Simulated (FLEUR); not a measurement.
Computed results, one entry a study.

ZnCu: which magnetic order is lowest. It takes space group Pm-3m (No. 221, cubic). The conventional cell has a = 2.945 Å, b = 2.945 Å, c = 2.945 Å, α = 90.00°, β = 90.00°, γ = 90.00°. Nearest to Zn lie 8 Cu at 2.55 Å. Nearest to Cu lie 8 Zn at 2.55 Å. Farther neighbours are not listed. The calculation used PBE; all-electron FLAPW, Dirac cores, scalar-relativistic bands in FLEUR MaX-R8.1, with kmax 3.6 1/bohr, gmax 10.8 1/bohr, muffin tin radii Zn: 2.35, Cu: 2.35 bohr, lmax Zn: [8, 6], Cu: [8, 6], hist occupations, smearing width 0.05 eV, mixer Anderson, mixing 0.05, max iterations 90, stop 2.00e-5 me/bohr³, collinear spin, 10×10×10 k-mesh, mesh matched on, starting moments 0 0.5 μB in one of its runs. The lowest state found is non-magnetic (initial ferro +) and the largest site spin moment is 0 μB. It took 5 runs, 1.9 min in all on 4 MPI ranks of Intel Xeon Platinum 8488C (Sapphire Rapids), shared host (the runs of this entry). The lowest state carries no moment above 0.15 μB, and no start kept one. Only 5 starts were tried; other patterns of signs, canted and longer-period orders were not.

```xyz
2
Lattice="2.9450 0.0000 0.0000 0.0000 2.9450 0.0000 0.0000 0.0000 2.9450" Properties=species:S:1:pos:R:3 pbc="T T T"
Zn    1.4725    1.4725    1.4725
Cu    0.0000    0.0000    0.0000
```

[Logs and program files are shortened in this print: banners, set-up blocks, solver, clock and traceback lines can be left out without a mark of their own.]

[Logs are printed without paths, hosts, clocks, repeated set-up lines and the standing remarks that a program may print on its own settings, such as how far it seeks lower states.]

[Hosts, paths, dates, database ids (printed as entryN), source tags and the programs' standing remarks are cut or masked in the printed files.]

[Where a cell is said to come from a database of computed structures, the database is the Materials Project.]
